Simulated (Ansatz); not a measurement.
# Meshes and cutoff for the phonons of Pb (Fm-3m, 1 atom in the cell), part 3 of 3

Aim: how dense must the meshes and how high the cutoff be for the phonons of Pb (Fm-3m, 1 atom in the cell)?

Ansatz 0.2.0; DFT PBE, scalar-relativistic, plane waves, PAW.

So far, highest frequency on the path or at a solved wavevector (cm⁻¹): step 3 (phonons on a q mesh) 68.1; step 4 (q mesh 2×2×2) 68.1; step 6 (k-mesh 18×18×18, q mesh 6×6×6) 68; step 12 (k-mesh 24×24×24, q mesh 2×2×2) 67.1. The relaxed cell has a = 5.033 Å (conventional setting).

## Step 16: Another cutoff, cutoff 290 eV, q mesh 2×2×2

The cutoff is set to 290 eV on a small fixed q mesh.

File input.yaml:

```yaml
crystal:
  lattice:
    - [0.0, 2.5166672848, 2.5166672848]
    - [2.5166672848, 0.0, 2.5166672848]
    - [2.5166672848, 2.5166672848, 0.0]
  atoms:
    - { symbol: Pb, position: [0.0, 0.0, 0.0] }
kpoints:
  mp_grid: { grid: [16, 16, 16] }
hamiltonian:
  xc: pbe
scf:
  occupations: { method: methfessel_paxton, width: 0.2 }
output:
  eigenvalues: true
phonons:
  method: dfpt
  qmesh: [2, 2, 2]
  temperatures: { t_max: 1000, t_step: 50 }
  qpath:
    path:
      - [[0.0, 0.0, 0.0], [0.5, 0.0, 0.5], [0.625, 0.25, 0.625]]
      - [[0.375, 0.375, 0.75], [0.0, 0.0, 0.0], [0.5, 0.5, 0.5], [0.5, 0.25, 0.75], [0.5, 0.0, 0.5]]
    npoints: 10
basis:
  ecutwfc: 290
```

Launch:

```
$ ansatz run input.yaml --threads 4 --pin off --max-ram 7168MiB --backend cpu --events-out ev --progress --plain --runs-dir out
```

Numbers of over 12 decimals in the logs are rounded to 6 here.

The program printed:

```text
[...]
Crystal: 1 atoms, lattice volume = 31.879 Å³
Basis set: ecut = 290 eV, 339 PW (Γ), exchange–correlation on 40×40×40 points (8 copies of the dense FFT grid, shifted against one another)
Bands: 11, of which v1, the nominal top of the filled ones, is band 7 counted from 1 (6 counted from 0)
Symmetry: 48 space group operations
k-points: 145 of 4096
[...]
SCF iter   1: F=—  HF=-11906.338818 eV  |F-HF|=—  |Δ(HF+E_count)|=         —  Δρ=4.18e-3  dr2=1.97e-3  ethr=1.77e-3  ⟨swp⟩=5.3  Hψ=9117  notcnv=0
[...]
SCF iter   8: F=-11906.337947 eV  HF=-11906.337947 eV  |F-HF|=5.46e-12  |Δ(HF+E_count)|=  3.64e-12  S|Δr|=    0.00e0  Δρ=1.16e-8  dr2=3.03e-14  ethr=1.00e-12  ⟨swp⟩=6.6  Hψ=7603  notcnv=0
SCF 1 converged in 8 iterations: F = -11906.337947 eV  dr2 = 3.03e-14
[...]
SCF converged after 8 iterations
[...]
Free energy (F): -11906.337947 eV
[...]
Internal energy: -11906.337870 eV  (E = F + TS)
E sigma→0 (E₀):  -11906.337928 eV
Entropy (-TS):   -0.000077 eV (-0.077 meV/atom)
Fermi energy:    10.315906 eV
[...]
--- Band table (eV; the first three rows and the last of 145) ---
  k-point 0: bands = [... 3 lower, -6.7245, -6.7245, -1.1801, 17.2918, 17.2918, 17.2918, 19.9574, 20.9455]
  k-point 1: bands = [... 3 lower, -6.7244, -6.7244, -1.1088, 16.3776, 17.2019, 17.2019, 19.7336, 21.4206]
  k-point 2: bands = [... 3 lower, -6.7247, -6.7247, -0.8950, 14.6106, 16.9624, 16.9624, 19.4170, 22.2218]
  k-point 144: bands = [... 3 lower, -6.6876, -6.5835, 3.5551, 8.9705, 8.9705, 10.5512, 20.7232, 22.1274]
[...]
ASR residual: 1.339e-6 → 0.000e0 eV/Å²; symmetrization residual: 1.516e-12 eV/Å²
  ASR residual per site (eV/Å²): 1.34e-6
  Γ frequencies (cm⁻¹): 0.00 0.00 0.00
--- Phonons (arbitrary-q DFPT): 3 irreducible q on the 2×2×2 mesh ---
[...]
interpolated dispersion: 62 rows × 3 modes
[...]
```

Wall time 11 s (4 threads of Arm Neoverse V2, shared host); peak memory 0.83 GiB; 39 s of CPU time.

The run finished; it serves as a test, and its numbers are not taken as the result.

## Step 17: Another cutoff, cutoff 360 eV, q mesh 2×2×2

The cutoff is set to 360 eV on a small fixed q mesh.

input.yaml, as its differences from that of step 16:

```diff
@@ -25,2 +25,2 @@
 basis:
-  ecutwfc: 290
+  ecutwfc: 360
```

The program printed:

```text
[...]
Crystal: 1 atoms, lattice volume = 31.879 Å³
Basis set: ecut = 360 eV, 531 PW (Γ), exchange–correlation on 48×48×48 points (8 copies of the dense FFT grid, shifted against one another)
Bands: 11, of which v1, the nominal top of the filled ones, is band 7 counted from 1 (6 counted from 0)
Symmetry: 48 space group operations
k-points: 145 of 4096
[...]
k-point 144: bands = [... 3 lower, -6.6492, -6.5445, 3.5596, 8.9621, 8.9621, 10.5430, 20.7104, 22.1172]
[...]
ASR residual: 2.516e-6 → 0.000e0 eV/Å²; symmetrization residual: 4.547e-12 eV/Å²
  ASR residual per site (eV/Å²): 2.52e-6
  Γ frequencies (cm⁻¹): 0.00 0.00 0.00
--- Phonons (arbitrary-q DFPT): 3 irreducible q on the 2×2×2 mesh ---
[...]
interpolated dispersion: 62 rows × 3 modes
[...]
[key lines of the parts left out:]
SCF converged after 8 iterations
Free energy (F): -11906.414381 eV
Fermi energy:    10.307776 eV
```

Run time: 14 s. Hardware: 4 threads; peak memory 0.97 GiB; 53 s of CPU time.

## Step 18: Another cutoff, cutoff 550 eV, q mesh 2×2×2

The cutoff is set to 550 eV on a small fixed q mesh.

input.yaml, as its differences from that of step 17:

```diff
@@ -25,2 +25,2 @@
 basis:
-  ecutwfc: 360
+  ecutwfc: 550
```

The program printed:

```text
[...]
Crystal: 1 atoms, lattice volume = 31.879 Å³
Basis set: ecut = 550 eV, 941 PW (Γ), exchange–correlation on 60×60×60 points (8 copies of the dense FFT grid, shifted against one another)
Bands: 11, of which v1, the nominal top of the filled ones, is band 7 counted from 1 (6 counted from 0)
Symmetry: 48 space group operations
k-points: 145 of 4096
[...]
k-point 144: bands = [... 3 lower, -6.6499, -6.5453, 3.5588, 8.9619, 8.9619, 10.5427, 20.7094, 22.1161]
[...]
ASR residual: 9.596e-6 → 0.000e0 eV/Å²; symmetrization residual: 1.243e-11 eV/Å²
  ASR residual per site (eV/Å²): 9.60e-6
  Γ frequencies (cm⁻¹): 0.00 0.00 0.00
--- Phonons (arbitrary-q DFPT): 3 irreducible q on the 2×2×2 mesh ---
[...]
interpolated dispersion: 62 rows × 3 modes
[...]
[key lines of the parts left out:]
SCF converged after 8 iterations
Free energy (F): -11906.416019 eV
Fermi energy:    10.307586 eV
```

Elapsed: 26 s, on 4 threads; peak memory 1.4 GiB; 99 s of CPU time.

Frequencies (cm⁻¹) solved at each irreducible wavevector; negative means imaginary. Frequencies by wavevector, by row:

```tsv
q in reciprocal lattice units	star	mode 1	mode 2	mode 3
0 0 0	1	0	0	0
0 0 -0.5	4	30.7	30.7	68.1
0 -0.5 -0.5	3	35.4	35.4	60.5
```

Against step 4 (now cutoff 550 eV), the highest frequency on the path or at a solved wavevector stays at 68.1 cm⁻¹.

## Step 19: Summary of results

```yaml
mean_frequency_q_mesh_2x2x2: 41.1 cm⁻¹
mean_frequency_q_mesh_3x3x3: 46.1 cm⁻¹
mean_frequency_q_mesh_6x6x6: 44.5 cm⁻¹
lowest_mode_on_the_q_mesh_acoustic_modes_at_gamma_apart_k_mesh_6x6x6: -57.5 cm⁻¹
lowest_mode_on_the_q_mesh_acoustic_modes_at_gamma_apart_k_mesh_8x8x8: 34.3 cm⁻¹
lowest_mode_on_the_q_mesh_acoustic_modes_at_gamma_apart_k_mesh_12x12x12: 30.3 cm⁻¹
lowest_mode_on_the_q_mesh_acoustic_modes_at_gamma_apart_k_mesh_16x16x16: 30.7 cm⁻¹
lowest_mode_on_the_q_mesh_acoustic_modes_at_gamma_apart_k_mesh_24x24x24: 32.8 cm⁻¹
lowest_mode_on_the_q_mesh_acoustic_modes_at_gamma_apart_cutoff_170_ev: 52.7 cm⁻¹
lowest_mode_on_the_q_mesh_acoustic_modes_at_gamma_apart_cutoff_230_ev: 28.7 cm⁻¹
lowest_mode_on_the_q_mesh_acoustic_modes_at_gamma_apart_cutoff_290_ev: 31.4 cm⁻¹
lowest_mode_on_the_q_mesh_acoustic_modes_at_gamma_apart_cutoff_360_ev: 30.7 cm⁻¹
lowest_mode_on_the_q_mesh_acoustic_modes_at_gamma_apart_cutoff_550_ev: 30.7 cm⁻¹
```

**Reading.** Over the whole q mesh series, coarse runs included, the mean frequency runs from 41.1 to 46.3 cm⁻¹; the two finest runs still differ by up to 1.8 cm⁻¹, so convergence is not shown. The k mesh changes along this series too, so part of the change is its. Over the whole k mesh series, coarse runs included, the lowest mode on the q mesh (acoustic modes at Γ apart) runs from -57.5 to 34.3 cm⁻¹; the two finest runs still differ by up to 2.4 cm⁻¹ in a solved mode, so convergence is not shown. Over the whole cutoff series, coarse runs included, the lowest mode on the q mesh (acoustic modes at Γ apart) runs from 28.7 to 52.7 cm⁻¹; from 360 eV on all solved modes stay within 0.1 cm⁻¹ of the finest run (550 eV), against a tolerance of 1.0. All runs share the cell relaxed at the base settings, which is not exactly at rest under another k mesh or cutoff. With no gap, or one that is small against the smearing, the frequencies hang on the k mesh and the smearing, most of all near Kohn anomalies. Spin-orbit coupling is left out, which can matter for the heavy elements here. A phonon run warned that its eigensolver left some bands unconverged in a pass. These are harmonic frequencies at zero temperature: anharmonic shifts, linewidths and thermal expansion are left out.

[Logs are printed without paths, hosts, clocks, repeated set-up lines and the standing remarks that a program may print on its own settings, such as how far it seeks lower states.]

[Hosts, paths, dates, database ids (printed as entryN), source tags and the programs' standing remarks are cut or masked in the printed files.]
